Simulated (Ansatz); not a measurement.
**Tc of VCuNi in the AlB2 type from its phonons**

Wanted: λ, ω_log and Tc of VCuNi in the AlB2 type. The cell shown first is a relaxed one, from steps not shown here.

Program: Ansatz 0.2.0. Level of theory: DFT LDA, scalar-relativistic, plane waves, PAW; PAW set soft_1. Results are calculated unless marked as measured.

The structure was built from a prototype and need not be the compound's stable phase.

### 1. The cell after earlier relaxation steps

Symmetry: P-6m2, No. 187, hexagonal system. Conventional cell: a = 4.005 Å, b = 4.005 Å, c = 2.389 Å, α = 90.00°, β = 90.00°, γ = 120.00°. Nearest to V lie 2 V at 2.39 Å and 6 Ni at 2.60 Å and 6 Cu at 2.60 Å. Cu has 3 Ni at 2.31 Å and 2 Cu at 2.39 Å and 6 V at 2.60 Å nearest. Nearest to Ni lie 3 Cu at 2.31 Å and 2 Ni at 2.39 Å and 6 V at 2.60 Å. Farther neighbours are not listed.

### 2. Coupling and resistivity: q 3×3×3, k 6×6×9, scattering 12×12×16

The run that gives the couplings also evaluates McMillan's and Allen and Dynes's formulas and, where asked, the Eliashberg equations, over a range of μ*.

File input.yaml:

```yaml
crystal:
  lattice:
    - [4.0053353073, -3.3789e-06, 0.0]
    - [-2.0026647274, 3.4687238163, 0.0]
    - [0.0, 0.0, 2.3893401224]
  atoms:
    - { symbol: V, position: [0.0, 0.0, 0.0] }
    - { symbol: Cu, position: [0.3333333333, 0.6666666667, 0.5] }
    - { symbol: Ni, position: [0.6666666667, 0.3333333333, 0.5] }
kpoints:
  mp_grid: { grid: [6, 6, 9] }
hamiltonian:
  xc: lda
  pseudopotentials: { kind: paw, azcp: { folder: soft_1 }, xc_functional: pbe }
scf:
  occupations: { method: methfessel_paxton, width: 0.2 }
output:
  eigenvalues: true
phonons:
  method: dfpt
  qmesh: [3, 3, 3]
  temperatures: { t_max: 1000, t_step: 50 }
  qpath:
    path:
      - [[0.0, 0.0, 0.0], [0.5, 0.0, 0.0], [0.33333333, 0.33333333, 0.0], [0.0, 0.0, 0.0], [0.0, 0.0, 0.5], [0.5, 0.0, 0.5], [0.33333333, 0.33333333, 0.5], [0.0, 0.0, 0.5]]
      - [[0.5, 0.0, 0.5], [0.5, 0.0, 0.0]]
      - [[0.33333333, 0.33333333, 0.5], [0.33333333, 0.33333333, 0.0]]
    npoints: 10
  electrical_resistivity:
    mesh: [12, 12, 16]
    temperatures: [20.0, 50.0, 77.0, 100.0, 150.0, 200.0, 300.0, 400.0, 600.0, 800.0]
  superconductivity: { mesh: [12, 12, 16] }
```

On the command line:

```console
ansatz run input.yaml --threads 4 --pin off --max-ram 12288MiB --backend cpu --events-out ev --progress --plain --runs-dir out
```

Numbers of over 12 decimals in the logs are rounded to 6 here.

Log:

```text
Warning: phonons: the dynamical matrix that this run interpolates holds no multipole term above the dipole-dipole one, and a site of this crystal is no centre of inversion, so its interpolated transverse optical and acoustic branches and sound speeds can stay off near Gamma, and the density of states and the thermodynamics with them. What a run solves at a wave vector of phonons.qpoints, Gamma apart, where the deck admits one, is free of this, and under fd what a larger phonons.supercell samples
Engine: ansatz 0.2.0, aarch64-unknown-linux-gnu
Pseudopotentials: kind: paw
Pseudopotential: V, paw, valence charge 13, recommended cutoff 420 eV (normal), soft_1/V.paw.azcp
Pseudopotential: Cu, paw, valence charge 19, recommended cutoff 420 eV (normal), soft_1/Cu.paw.azcp
Pseudopotential: Ni, paw, valence charge 18, recommended cutoff 420 eV (normal), soft_1/Ni.paw.azcp
Functional definition: SPW92
  exchange = slater_x
  correlation = pw_c
Crystal: 3 atoms, lattice volume = 33.196 Å³
Basis set: ecut = 420 eV, 655 PW (Γ), exchange–correlation on 54×54×32 points (8 copies of the dense FFT grid, shifted against one another)
Bands: 30, of which v1, the nominal top of the filled ones, is band 25 counted from 1 (24 counted from 0)
Symmetry: 12 space group operations
k-points: 35 of 324 (time reversal used)
Non-local potential: V, projectors of the file, l = 0: 3, l = 1: 2, l = 2: 3, l = 3: 1
Non-local potential: Cu, projectors of the file, l = 0: 3, l = 1: 2, l = 2: 3, l = 3: 1
Non-local potential: Ni, projectors of the file, l = 0: 3, l = 1: 2, l = 2: 3, l = 3: 1
PAW form: soft (Blöchl's): semilocal exchange-correlation on the pseudo side does not see the compensation charge
PAW frozen core: V, regenerated for the run's functional, and the local potential with it (the file was generated under x = pbe(κ = 0.804, μ = 0.219515), c = pbe(β = 0.066725))
PAW frozen core: Cu, regenerated for the run's functional, and the local potential with it (the file was generated under x = pbe(κ = 0.804, μ = 0.219515), c = pbe(β = 0.066725))
PAW frozen core: Ni, regenerated for the run's functional, and the local potential with it (the file was generated under x = pbe(κ = 0.804, μ = 0.219515), c = pbe(β = 0.066725))
PAW one-centre angular grid: V, 590 points (default); XC on 64 Gauss nodes
PAW one-centre angular grid: Cu, 590 points (default); XC on 64 Gauss nodes
PAW one-centre angular grid: Ni, 590 points (default); XC on 64 Gauss nodes
Initial density: superposition of atomic densities (chi_scale 0.1, normalization cell, long waves kept (reshape's long-wave potential 0.00 eV rms))
Initial wavefunctions: pseudopotential atomic-orbital guess
Functional: x = slater, c = lda
SCF iter   1: F=—  HF=-15202.023507 eV  |F-HF|=—  |Δ(HF+E_count)|=         —  Δρ=1.09e0  dr2=3.57e2  ethr=3.10e-3  ⟨swp⟩=4.6  Hψ=7267  notcnv=0  defer=2
automatic band count: the SCF goes on with 35 bands, as 30 were too few: they end inside the smearing window of the response
preconditioner: auto → none  [metal: Δε(μ)=0.041 eV  Ē_g=9.631 eV  σ=0.200 eV  W_gap=0.17  n_scr=8 (ndim 8)  ℏωp=32.9 eV  f_vac=0.000  D(μ)=5.12/eV (n_scr^D=70)  sad-step TF]
SCF iter   2: F=—  HF=-15195.788342 eV  |F-HF|=—  |Δ(HF+E_count)|=    6.24e0  S|Δr|=    0.00e0  Δρ=7.47e-1  dr2=1.75e2  ethr=3.10e-3  ⟨swp⟩=2.4  Hψ=2272  notcnv=0  defer=68
SCF iter   3: F=—  HF=-15191.026508 eV  |F-HF|=—  |Δ(HF+E_count)|=    4.76e0  S|Δr|=    0.00e0  Δρ=2.58e-1  dr2=2.21e1  ethr=3.10e-3  ⟨swp⟩=2.4  Hψ=2076  notcnv=0  defer=69
SCF iter   4: F=—  HF=-15190.119346 eV  |F-HF|=—  |Δ(HF+E_count)|=   9.07e-1  S|Δr|=    0.00e0  Δρ=1.19e-1  dr2=5.56e0  ethr=3.10e-3  ⟨swp⟩=2.0  Hψ=1704  notcnv=0  defer=114
SCF iter   5: F=—  HF=-15189.790919 eV  |F-HF|=—  |Δ(HF+E_count)|=   3.28e-1  S|Δr|=    0.00e0  Δρ=4.09e-2  dr2=3.50e-1  ethr=3.10e-3  ⟨swp⟩=2.0  Hψ=1350  notcnv=0  defer=114
SCF iter   6: F=—  HF=-15189.763793 eV  |F-HF|=—  |Δ(HF+E_count)|=   2.71e-2  S|Δr|=    0.00e0  Δρ=2.04e-2  dr2=1.33e-1  ethr=6.99e-4  ⟨swp⟩=1.6  Hψ=1520  notcnv=0  defer=111
SCF iter   7: F=—  HF=-15189.753643 eV  |F-HF|=—  |Δ(HF+E_count)|=   1.01e-2  S|Δr|=    0.00e0  Δρ=1.20e-2  dr2=4.36e-2  ethr=2.66e-4  ⟨swp⟩=1.0  Hψ=1106  notcnv=0  defer=111
SCF iter   8: F=—  HF=-15189.750516 eV  |F-HF|=—  |Δ(HF+E_count)|=   3.13e-3  S|Δr|=    0.00e0  Δρ=6.84e-3  dr2=1.44e-2  ethr=8.72e-5  ⟨swp⟩=1.0  Hψ=1106  notcnv=0  defer=111
SCF iter   9: F=—  HF=-15189.749284 eV  |F-HF|=—  |Δ(HF+E_count)|=   1.23e-3  S|Δr|=    0.00e0  Δρ=3.17e-3  dr2=3.22e-3  ethr=2.89e-5  ⟨swp⟩=1.0  Hψ=1106  notcnv=0  defer=111
SCF iter  10: F=—  HF=-15189.748963 eV  |F-HF|=—  |Δ(HF+E_count)|=   3.21e-4  S|Δr|=    0.00e0  Δρ=1.14e-3  dr2=3.90e-4  ethr=6.43e-6  ⟨swp⟩=1.0  Hψ=1116  notcnv=0  defer=111
[...]
SCF 1 converged in 15 iterations: F = -15189.748920 eV  dr2 = 2.23e-12
  greatest PAW one-centre occupation: 1.001 electrons in one spin orbital (limit 2), on the Ni atom at site 2 (counted from 0), in its partial waves of l = 1
Initial density: read from a saved state, or passed on in memory by an earlier SCF of this step, an earlier step, the calling program or the single point that the run made first
[...]
eigensolver tolerance schedule: the retry pair's looser diagonalisation over-reported the residual by 592914.47 of it (diagonalisation noise at 28.86 of the residual, at the tolerance the schedule requests for it); recorded, not acted on — ethr = c·dr2/N_el stays at c = 1.0e-1
preconditioner: auto → none  [metal: Δε(μ)=0.030 eV  Ē_g=5.275 eV  σ=0.200 eV  W_gap=0.13  n_scr=8 (ndim 8)  ℏωp=32.9 eV  f_vac=0.000  D(μ)=2.05/eV (n_scr^D=26)]
[...]
SCF 2 converged in 2 iterations: F = -15189.748920 eV  dr2 = 3.85e-12
phonons: the bands overlap, so this run is a metal and interpolates without the dipole-dipole term. If the crystal is really an insulator or semiconductor, its LO-TO splitting is missing
NSCF: frozen V_eff on 35 k-points
WARN: eigensolver did not converge (k=30): 1 band(s) unlocked after 20 sweeps at ethr=1.52e-12 eV (storage-precision floor; scheduled 1.00e-12 eV) (lowest unlocked band 34, counted from 0; max residual 4.49e-6 eV among the unlocked bands, 4.49e-6 eV over every band; other slots of this pass that fall short are told together in one closing line; warning suppressed until the next SCF loop or pass starts)
NSCF: frozen V_eff on 100 k-points
[...]
20.00     3.4770e-2              no     4.8484e-2     4.8484e-2     7.3405e-3       8.0044e-2         4.9208e-2
     50.00      1.0941e0              no      1.3606e0      1.3606e0     5.6108e-1        1.6041e0          1.2087e0
     77.00      3.7302e0              no      4.4388e0      4.4388e0      2.3128e0        4.6171e0          3.8704e0
    100.00      6.6163e0              no      7.7294e0      7.7294e0      4.3900e0        7.6280e0          6.7257e0
    150.00      1.3139e1              no      1.5135e1      1.5135e1      9.1482e0        1.4350e1          1.3198e1
    200.00      1.9438e1              no      2.2271e1      2.2271e1      1.3771e1        2.0976e1          1.9475e1
    300.00      3.1563e1              no      3.5910e1      3.5910e1      2.2869e1        3.4018e1          3.1559e1
    400.00      4.3352e1              no      4.9067e1      4.9067e1      3.1922e1        4.6913e1          4.3294e1
    600.00      6.6179e1              no      7.4454e1      7.4454e1      4.9628e1        7.2378e1          6.5997e1
    800.00      8.8130e1              no      9.8957e1      9.8957e1      6.6475e1        9.7581e1          8.7828e1
  mean free path at 20 K (of a tensor a third of its trace): 4584 nm by what each carries, 3151 by the Fermi surface alone
  mean free path at 50 K (of a tensor a third of its trace): 90.8 nm by what each carries, 67.5 by the Fermi surface alone
  Hall coefficient in a weak field at 50 K (a third of the trace): (none: it, or that of a finer mesh, parts from a neighbouring mesh's by over half of the finer one's) (as a tensor it moves by 51.6 % between the two finest meshes); by each state's relaxation time: 2.515e-10 m³/C; by a constant relaxation time: 2.074e-10 m³/C
  mean free path at 77 K (of a tensor a third of its trace): 24.0 nm by what each carries, 19.0 by the Fermi surface alone
  Hall coefficient in a weak field at 77 K (a third of the trace): 2.370e-10 m³/C (as a tensor it moves by 29.6 % between the two finest meshes); by each state's relaxation time: 2.383e-10 m³/C; by a constant relaxation time: 2.067e-10 m³/C
  mean free path at 100 K (of a tensor a third of its trace): 12.8 nm by what each carries, 10.6 by the Fermi surface alone
  Hall coefficient in a weak field at 100 K (a third of the trace): 2.297e-10 m³/C (as a tensor it moves by 23.1 % between the two finest meshes); by each state's relaxation time: 2.294e-10 m³/C; by a constant relaxation time: 2.063e-10 m³/C
  mean free path at 150 K (of a tensor a third of its trace): 6.12 nm by what each carries, 5.32 by the Fermi surface alone
  Hall coefficient in a weak field at 150 K (a third of the trace): 2.203e-10 m³/C (as a tensor it moves by 17.2 % between the two finest meshes); by each state's relaxation time: 2.193e-10 m³/C; by a constant relaxation time: 2.058e-10 m³/C
  mean free path at 200 K (of a tensor a third of its trace): 4.09 nm by what each carries, 3.59 by the Fermi surface alone
  Hall coefficient in a weak field at 200 K (a third of the trace): 2.181e-10 m³/C (as a tensor it moves by 14.5 % between the two finest meshes); by each state's relaxation time: 2.165e-10 m³/C; by a constant relaxation time: 2.053e-10 m³/C
  mean free path at 300 K (of a tensor a third of its trace): 2.52 nm by what each carries, 2.21 by the Fermi surface alone
  Hall coefficient in a weak field at 300 K (a third of the trace): 2.211e-10 m³/C (as a tensor it moves by 11.8 % between the two finest meshes); by each state's relaxation time: 2.181e-10 m³/C; by a constant relaxation time: 2.042e-10 m³/C
  mean free path at 400 K (of a tensor a third of its trace): 1.85 nm by what each carries, 1.61 by the Fermi surface alone
  Hall coefficient in a weak field at 400 K (a third of the trace): 2.271e-10 m³/C (as a tensor it moves by 9.8 % between the two finest meshes); by each state's relaxation time: 2.225e-10 m³/C; by a constant relaxation time: 2.035e-10 m³/C
  mean free path at 600 K (of a tensor a third of its trace): 1.24 nm by what each carries, 1.05 by the Fermi surface alone
  Hall coefficient in a weak field at 600 K (a third of the trace): 2.426e-10 m³/C (as a tensor it moves by 6.3 % between the two finest meshes); by each state's relaxation time: 2.350e-10 m³/C; by a constant relaxation time: 2.029e-10 m³/C
  mean free path at 800 K (of a tensor a third of its trace): 0.964 nm by what each carries, 0.790 by the Fermi surface alone
  Hall coefficient in a weak field at 800 K (a third of the trace): 2.592e-10 m³/C (as a tensor it moves by 2.9 % between the two finest meshes); by each state's relaxation time: 2.486e-10 m³/C; by a constant relaxation time: 2.028e-10 m³/C
  the resistivity times a path that all electrons share, by the Fermi surface of the deck's mesh alone (a third of the trace): 7.103e-16 Ω·m²
  not converged in the mesh (λ; λ_tr; the resistivity at 20 K by 60.72 %; the resistivity at 50 K by 25.27 %; the resistivity at 77 K by 26.91 %; the resistivity at 100 K by 29.29 %; the resistivity at 150 K by 31.17 %; the resistivity at 200 K by 29.42 %; the resistivity at 300 K by 24.28 %; the resistivity at 400 K by 19.70 %; the resistivity at 600 K by 13.17 %; the resistivity at 800 K by 8.92 %): between neighbo [...]
  vibrations of 27 cells: unjudged by the run; compare a larger repeat
  the changes of the potential over all sites missed a rigid shift's by 0.00 % (the site terms' by 0.01 %)
--- Superconductivity: potentials and phonons of a 3×3×3 supercell ---
           mesh         λ    ħω_log (meV)  μ* declared at (meV)
       12×12×16    0.7397          16.938               20.523
          6×6×8    0.6581          16.842               20.637
          3×3×4    1.0075          10.964               17.359
  λ by the species' shares of the modes' patterns: V 0.3418, Cu 0.1720, Ni 0.2259
  with the Fermi level up to 41.0 meV (the hardest mode) off, states and modes as they are: density of states 1.2923 to 1.7495 /eV of one spin and cell, λ 0.6409 to 0.8870
  transition temperature on the deck's mesh (K), isotropic and anisotropic, restricted to the Fermi surface (FSR) and over the full bandwidth (FBW), and the last with the density of states resolved in a narrower window:
        μ*   McMillan   Allen–Dynes      iso. FSR      iso. FBW    aniso. FSR    aniso. FBW  narrow window
      0.08      8.976         9.389         8.864         8.353        10.590        10.631         10.606
      0.10      7.783         8.108         7.474         7.068         9.198         9.244          9.228
      0.12      6.650         6.902         6.206         5.885         7.913         7.952          7.946
      0.13      6.108         6.330         5.618         5.334         7.311         7.343          7.342
      0.14      5.585         5.779         5.062         4.810         6.737         6.760          6.764
      0.16      4.597         4.745         4.047         3.848         5.673         5.672          5.687
      0.20      2.886         2.966         2.403         2.274         3.880         3.826          3.856
  isotope coefficients −∂ln Tc/∂ln M under μ* = 0.13, the force constants as they are, of the isotropic transitions restricted to the Fermi surface and over the full bandwidth: V 0.205 and 0.190, Cu 0.061 and 0.058, Ni 0.148 and 0.142
  gaps at the Fermi level over the full bandwidth under μ* = 0.1, 2.311 K: 0.825 to 2.142 meV
  gaps at the Fermi level over the full bandwidth under μ* = 0.13, 1.836 K: 0.594 to 1.715 meV
  gaps at the Fermi level over the full bandwidth under μ* = 0.16, 1.418 K: 0.408 to 1.337 meV
  not converged in the mesh (λ, the transition temperature): between neighbouring meshes, the two finest first, λ moves by 11.04 % and 53.10 % and the anisotropic transition temperature over the full bandwidth at μ* = 0.13 by 28.37 % and 50.18 %; converged means that the two finest part by at most 2.00 % and 5.00 %
  vibrations of 27 cells: unjudged by the run; compare a larger repeat
  the changes of the potential over all sites missed a rigid shift's by 0.00 % (the site terms' by 0.01 %)
[key lines of the parts left out:]
SCF converged after 15 iterations
Free energy (F): -15189.748920 eV
Fermi energy:    18.370551 eV
```

Run time: 11 min. Hardware: 4 threads of Arm Neoverse V2, shared host; peak memory 5.7 GiB; 44 min of CPU time.

The column dr2 measures how far the density is from self-consistency, as an energy; F and HF (Harris–Foulkes) agree once it is small.

This run has no spin polarisation, although Ni and V can carry a moment.

This step gave:

```yaml
volume_per_atom: 11.07 Å³/atom
metallic_on_mesh: yes
gap_on_the_k_mesh: 0 eV
zero_point_energy: 0.1149 eV/cell
share_of_imaginary_modes_in_the_plain_interpolation_between_solved_wavevectors: 0
highest_frequency_solved_or_plainly_interpolated: 331.1 cm⁻¹
debye_temperature_second_moment: 407 K
resistivity_at_300_k: 31.56 μΩ cm, mean of the axes
coupling_constant_lambda: 0.7397
density_of_states_at_the_fermi_level: 1.573 states/eV a spin and cell
log_mean_phonon_energy_omega_log: 16.94 meV
transport_coupling_constant_lambda_tr: 0.7423, 0.7423, 1.052 (xx, yy, zz)
drude_plasma_energy: 4.68, 4.68, 6.71 eV (xx, yy, zz)
resistivity_times_mean_free_path: 8.467, 8.467, 4.375 × 10⁻¹⁶ Ω m² (xx, yy, zz)
second_moment_phonon_energy_omega: 20.52 meV
```

Transition temperatures:

```tsv
μ*	McMillan Tc (K)	Allen–Dynes Tc (K)	isotropic Fermi-surface Tc (K)	isotropic full bandwidth Tc (K)	anisotropic Fermi-surface Tc (K)	anisotropic full bandwidth Tc (K)	anisotropic narrow window Tc (K)
0.08	8.98	9.39	8.86	8.35	10.6	10.6	10.6
0.1	7.78	8.11	7.47	7.07	9.2	9.24	9.23
0.12	6.65	6.9	6.21	5.89	7.91	7.95	7.95
0.13	6.11	6.33	5.62	5.33	7.31	7.34	7.34
0.14	5.58	5.78	5.06	4.81	6.74	6.76	6.76
0.16	4.6	4.74	4.05	3.85	5.67	5.67	5.69
0.2	2.89	2.97	2.4	2.27	3.88	3.83	3.86
```

(Continued in part 2 of 2.)

[Logs are printed without paths, hosts, clocks, repeated set-up lines and the standing remarks that a program may print on its own settings, such as how far it seeks lower states.]

[Hosts, paths, dates, database ids (printed as entryN), source tags and the programs' standing remarks are cut or masked in the printed files.]
